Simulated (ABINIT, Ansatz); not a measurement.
# LaBiS2O (P4/nmm): bands and cutoff in G0W0 with ABINIT, part 2 of 2

What does each rung of G0W0 on LaBiS2O (P4/nmm) cost, and what does it buy?

ABINIT 10.8.3; PBEsol and many-body steps on it, plane waves. Known limits of the many-body steps: not at the basis limit; exchange with frozen shells missing; mesh may overstate the screening; no spin-orbit coupling; coarse k mesh.

So far. Step 3 (Screening, 4×4×1 mesh, 67 bands, screening to 51.7 eV): Local fields lower ε∞ by 7 %. On a Γ-centred mesh this coarse the value itself is usually too large, while a short band sum pulls it down. Step 4 (67 bands, 51.7 eV): The gap on the mesh goes from 0.85 eV to 1.09 eV, a correction of +0.24 eV.

**6. 120 bands, 98 eV**

This step: G0W0 on PBEsol, plane waves, norm-conserving pseudopotentials.

run.abi

```
acell 3*1.0 Angstrom
rprim 
  4.055497000000 0.000000000000 0.000000000000
  0.000000000000 4.055497000000 0.000000000000
  0.000000000000 0.000000000000 14.173265000000
ntypat 4
znucl 57 83 16 8
natom 10
typat 1 1 2 2 3 3 3 3 4 4
xred 
  0.500000000000 0.000000000000 0.587742000000
  0.000000000000 0.500000000000 0.412258000000
  0.000000000000 0.500000000000 0.867775000000
  0.500000000000 0.000000000000 0.132225000000
  0.500000000000 0.000000000000 0.890020000000
  0.000000000000 0.500000000000 0.109980000000
  0.000000000000 0.500000000000 0.690201000000
  0.500000000000 0.000000000000 0.309799000000
  0.000000000000 0.000000000000 0.500000000000
  0.500000000000 0.500000000000 0.500000000000
pp_dirpath "pseudos"
pseudos "La.upf, Bi.upf, S.upf, O.upf"
ecut 50
ngkpt 4 4 1
nshiftk 1
shiftk 0 0 0
kptopt 1
chksymbreak 0
istwfk *1
occopt 1
irdwfk 1
optdriver 4
nband 120
gwcalctyp 0
ecutsigx 50
symsigma 1
nkptgw 2
kptgw 
  0.5000000000 0.0000000000 0.0000000000
  0.0000000000 0.0000000000 0.0000000000
bdgw 
  43 46
  43 46
ecuteps 3.6
irdscr 1
ppmodel 1
indata_prefix "in"
outdata_prefix "out"
tmpdata_prefix "tmp"
```

Started as:

```console
$ OMP_NUM_THREADS=1 mpirun -n 4 abinit run.abi > log
```

Numbers of over 12 decimals in the logs are rounded to 6 here.

The log of the run:

```text
.Version 10.8.3 of ABINIT. v10.8.2 released Aug 2026.

 Symmetries : space group P4/n m m (#129); Bravais tP (primitive tetrag.)
[... echo of the input left out ...]
== DATASET  1 ==================================================================
-   mpi_nproc: 4, omp_nthreads: 1 (-1 if OMP is not activated)

--- !DatasetInfo
iteration_state: {dtset: 1, }
dimensions: {natom: 10, nkpt: 6, mband: 120, nsppol: 1, nspinor: 1, nspden: 1, mpw: 26636, }
cutoff_energies: {ecut:  50.0, pawecutdg:  -1.0, }
electrons: {nelect:   8.80000000E+01, charge:   0.00000000E+00, occopt:   1.00000000E+00, tsmear:   1.00000000E-02, }

 SIGMA: Calculation of the GW corrections

 Based on a program developped by R.W. Godby, V. Olevano, G. Onida, and L. Reining.
 Incorporated in ABINIT by V. Olevano, G.-M. Rignanese, and M. Torrent.
.Using double precision arithmetic ; gwpc =  8

[... cell and pseudopotentials left out ...]
--------------------------------------------------------------------------------

 ==== K-mesh for the wavefunctions ====
 Number of points in the irreducible wedge :     6
[... list of points left out ...]
 Together with 16 symmetry operations and time-reversal symmetry
 yields    16 points in the full Brillouin Zone.

 ==== Q-mesh for screening function ====
 Number of points in the irreducible wedge :     6
[... list of points left out ...]
 Together with 16 symmetry operations and time-reversal symmetry
 yields    16 points in the full Brillouin Zone.

 vcoul_init : cutoff-mode = AUXILIARY_FUNCTION
 q-points for optical limit:   1
     1)      0.000010    0.000020    0.000030
 setmesh: FFT mesh size selected  =    50x   50x  180
          total number of points  =       450000

 Number of electrons calculated from density =   88.0000; Expected =   88.0000
[...]
number of omega for Sigma on real axis              0
 max omega for Sigma on real axis  [eV]           0.00
 zcut for avoiding poles [eV]                     0.10

 EPSILON^-1 parameters (SCR file):
 dimension of the eps^-1 matrix on file            523
 dimension of the eps^-1 matrix used               523
 number of plane-waves for wavefunctions         26549
 number of bands                                   120
 number of q-points in IBZ                           6
 number of frequencies                               2
 number of real frequencies                          1
 number of imag frequencies                          1

 matrix elements of self-energy operator (all in [eV])

 Perturbative Calculation

--- !SelfEnergy_ee
iteration_state: {dtset: 1, }
kpoint     : [   0.500,    0.000,    0.000, ]
spin       : 1
KS_gap     :    0.851
QP_gap     :    0.996
Delta_QP_KS:    0.145
data: !SigmaeeData |
     Band     E0 <VxcDFT>   SigX SigC(E0)      Z dSigC/dE  Sig(E)    E-E0       E
       43   4.386 -13.203 -14.865   2.100   0.780  -0.281 -12.862   0.342   4.728
       44   4.386 -13.203 -14.865   2.100   0.780  -0.281 -12.862   0.342   4.728
       45   5.237 -11.361  -8.791  -1.960   0.799  -0.252 -10.874   0.487   5.724
[...]
--- !SelfEnergy_ee
iteration_state: {dtset: 1, }
kpoint     : [   0.000,    0.000,    0.000, ]
spin       : 1
KS_gap     :    3.422
QP_gap     :    5.300
Delta_QP_KS:    1.879
data: !SigmaeeData |
     Band     E0 <VxcDFT>   SigX SigC(E0)      Z dSigC/dE  Sig(E)    E-E0       E
[...]
45   7.794 -11.741  -4.681  -4.398   0.783  -0.276  -9.655   2.086   9.880
       46   8.068 -12.287  -8.035  -2.898   0.791  -0.264 -11.215   1.072   9.140

== END DATASET(S) ==============================================================
================================================================================

 -outvars: echo values of variables after computation  --------
           etotal      0.0000000000E+00
            nband         120
             nkpt           6
          spgroup         129
 [... the other variables as echoed above ...]

 Calculation completed.
```

It took 34 s on 4 MPI ranks of Arm Neoverse V2, shared host; peak memory 3.7 GiB.

This step gave:

```
G0W0 gap on the points computed              : 0.9960 eV
starting gap on the mesh                     : 0.8512 eV
k of the valence top                         : 0.5, 0, 0
k of the conduction bottom                   : 0.5, 0, 0
Z at the valence top                         : 0.78
Z at the conduction bottom                   : 0.799
least direct G0W0 gap on the computed points : 0.9960 eV
```

Against G0W0 in ABINIT (4×4×1 mesh, 67 bands, screening to 51.7 eV, Godby-Needs plasmon pole), the gap moves by −0.097 eV.

**7. Screening, 4×4×1 mesh, 231 bands, screening to 149.7 eV**

This step: RPA screening on PBEsol, plane waves, norm-conserving pseudopotentials.

run.abi: that of step 6 with these lines changed.

```diff
@@ -31,17 +31,8 @@
 irdwfk 1
-optdriver 4
-nband 120
-gwcalctyp 0
-ecutsigx 50
-symsigma 1
-nkptgw 2
-kptgw 
-  0.5000000000 0.0000000000 0.0000000000
-  0.0000000000 0.0000000000 0.0000000000
-bdgw 
-  43 46
-  43 46
-ecuteps 3.6
-irdscr 1
-ppmodel 1
+optdriver 3
+nband 231
+ecuteps 5.5
+inclvkb 2
+awtr 1
+symchi 1
 indata_prefix "in"
```

The log of the run:

```text
.Version 10.8.3 of ABINIT. v10.8.2 released Aug 2026.

 Symmetries : space group P4/n m m (#129); Bravais tP (primitive tetrag.)
[... echo of the input left out ...]
== DATASET  1 ==================================================================
-   mpi_nproc: 4, omp_nthreads: 1 (-1 if OMP is not activated)

--- !DatasetInfo
iteration_state: {dtset: 1, }
dimensions: {natom: 10, nkpt: 6, mband: 231, nsppol: 1, nspinor: 1, nspden: 1, mpw: 26636, }
cutoff_energies: {ecut:  50.0, pawecutdg:  -1.0, }
[...]
--------------------------------------------------------------------------------
[... chi0 elements left out ...]
 For q-point:  0.000010 0.000020 0.000030
  dielectric constant =  25.1180
  dielectric constant without local fields =  27.4704

  Average fulfillment of the sum rule on Im[epsilon] for q-point    1 :     75.49  [%]
[... wings left out ...]
  q-point number  2        q = ( 0.250000, 0.000000, 0.000000) [r.l.u.]
--------------------------------------------------------------------------------
[... chi0 elements left out ...]
  Average fulfillment of the sum rule on Im[epsilon] for q-point    2 :     76.92  [%]

 [... 4 further q-points ...]
```

Wall time 14 min (4 MPI ranks); peak memory 8.6 GiB.

Numbers from this step:

| Item | Value |
| --- | --- |
| ε∞ with local fields, on this mesh, along the program's q direction | 25.12 |
| the same without local fields | 27.47 |
| plasma frequency | 22.82 eV |
| plane waves in the screening matrix | 949 |

**8. 231 bands, 149.7 eV**

This step: G0W0 on PBEsol, plane waves, norm-conserving pseudopotentials.

run.abi: that of step 7 with these lines changed.

```diff
@@ -31,8 +31,17 @@
 irdwfk 1
-optdriver 3
+optdriver 4
 nband 231
+gwcalctyp 0
+ecutsigx 50
+symsigma 1
+nkptgw 2
+kptgw 
+  0.5000000000 0.0000000000 0.0000000000
+  0.0000000000 0.0000000000 0.0000000000
+bdgw 
+  43 46
+  43 46
 ecuteps 5.5
-inclvkb 2
-awtr 1
-symchi 1
+irdscr 1
+ppmodel 1
 indata_prefix "in"
```

The log of the run:

```text
.Version 10.8.3 of ABINIT. v10.8.2 released Aug 2026.

 Symmetries : space group P4/n m m (#129); Bravais tP (primitive tetrag.)
[... echo of the input left out ...]
== DATASET  1 ==================================================================
-   mpi_nproc: 4, omp_nthreads: 1 (-1 if OMP is not activated)

--- !DatasetInfo
iteration_state: {dtset: 1, }
dimensions: {natom: 10, nkpt: 6, mband: 231, nsppol: 1, nspinor: 1, nspden: 1, mpw: 26636, }
cutoff_energies: {ecut:  50.0, pawecutdg:  -1.0, }
[...]
Band     E0 <VxcDFT>   SigX SigC(E0)      Z dSigC/dE  Sig(E)    E-E0       E
[...]
45   7.794 -11.741  -4.681  -5.004   0.782  -0.279 -10.133   1.608   9.402
       46   8.068 -12.287  -8.035  -3.483   0.787  -0.271 -11.682   0.605   8.673

== END DATASET(S) ==============================================================
================================================================================

 -outvars: echo values of variables after computation  --------
           etotal      0.0000000000E+00
            nband         231
             nkpt           6
          spgroup         129
 [... the other variables as echoed above ...]

 Calculation completed.
```

The job ended after 2.2 min (4 MPI ranks; peak memory 6 GiB; 8.8 min of CPU time).

This step gave:

```yaml
g0w0_gap_on_the_points_computed: 1.048 eV
starting_gap_on_the_mesh: 0.8512 eV
k_of_the_valence_top: 0.5, 0, 0
k_of_the_conduction_bottom: 0.5, 0, 0
least_direct_g0w0_gap_on_the_computed_points: 1.048 eV
```

Against G0W0 in ABINIT (4×4×1 mesh, 120 bands, screening to 98 eV, Godby-Needs plasmon pole), the gap moves by +0.052 eV.

**9. Side by side**

Times are wall times on 4 MPI ranks of Arm Neoverse V2, shared host, good to a factor of about two. A run's time includes the screening step that it read.

| run | mesh | bands | screening cutoff (eV) | DFT gap (eV) | gap on the mesh (eV) | direct (eV) | ε∞ used | time |
| --- | --- | --- | --- | --- | --- | --- | --- | --- |
| 67 bands, 51.7 eV | 4×4×1 | 67 | 51.7 | 0.851 | 1.093 | 1.093 | 24.05 | 100 s |
| 120 bands, 98 eV | 4×4×1 | 120 | 98 | 0.851 | 0.996 | 0.996 | 25.01 | 5.4 min |
| 231 bands, 149.7 eV | 4×4×1 | 231 | 149.7 | 0.851 | 1.048 | 1.048 | 25.12 | 16 min |

**10. Summary of results**

| Item | Value |
| --- | --- |
| 67 bands, 51.7 eV | 1.093 eV |
| 120 bands, 98 eV | 0.996 eV |
| 231 bands, 149.7 eV | 1.048 eV |
| known limits | not at the basis limit; exchange with frozen shells missing; mesh may overstate the screening; no spin-orbit coupling; coarse k mesh |

From the first rung to the last the gap moves by −0.04 eV for 9.6 times the time. The gap turns back along the series, so no limit is drawn from it. In the G0W0 runs levels were corrected at 2 k points alone, so a gap called «on the mesh» is the least over those, and an edge elsewhere would be missed. The 4×4×1 mesh is coarse for this cell, which bears on the long-range parts of exchange and screening. Where an edge is built on 6p states of lead, bismuth or thallium, scalar-relativistic gaps usually stand too wide, by a few tenths to over one eV. The norm-conserving file of at least one element keeps a d shell over frozen s and p shells of the same row. Exchange with those shells is missing from the self-energy, an error of 0.3 to 0.9 eV in cases checked, whose sign depends on which edge lies on those atoms. For the PBEsol start: The RPA ε∞ on this mesh reaches over 25; with a narrow direct gap a coarse mesh can overstate it, and the correction is then too small. The many-body steps are scalar-relativistic: spin-orbit coupling is not in them.

[Paths, hosts, dates, memory and timing lines, banners, echoed tables and standing remarks are left out of the program output.]

[Logs are printed without paths, hosts, clocks, repeated set-up lines and the standing remarks that a program may print on its own settings, such as how far it seeks lower states.]

[Runs of the session that timed out or met a known fault of the program may be left out.]

[Hosts, paths, dates, database ids (printed as entryN), source tags and the programs' standing remarks are cut or masked in the printed files.]

[G0W0 gaps are taken among the corrected bands and points alone; a level outside them can change the order at an edge.]

[Where Ansatz stands beside ABINIT at settings called matched, ABINIT's density can come from a denser mesh and the files from another edition; pairs whose starting gaps differed by over 0.03 eV were left out, so agreement reads better than it is.]
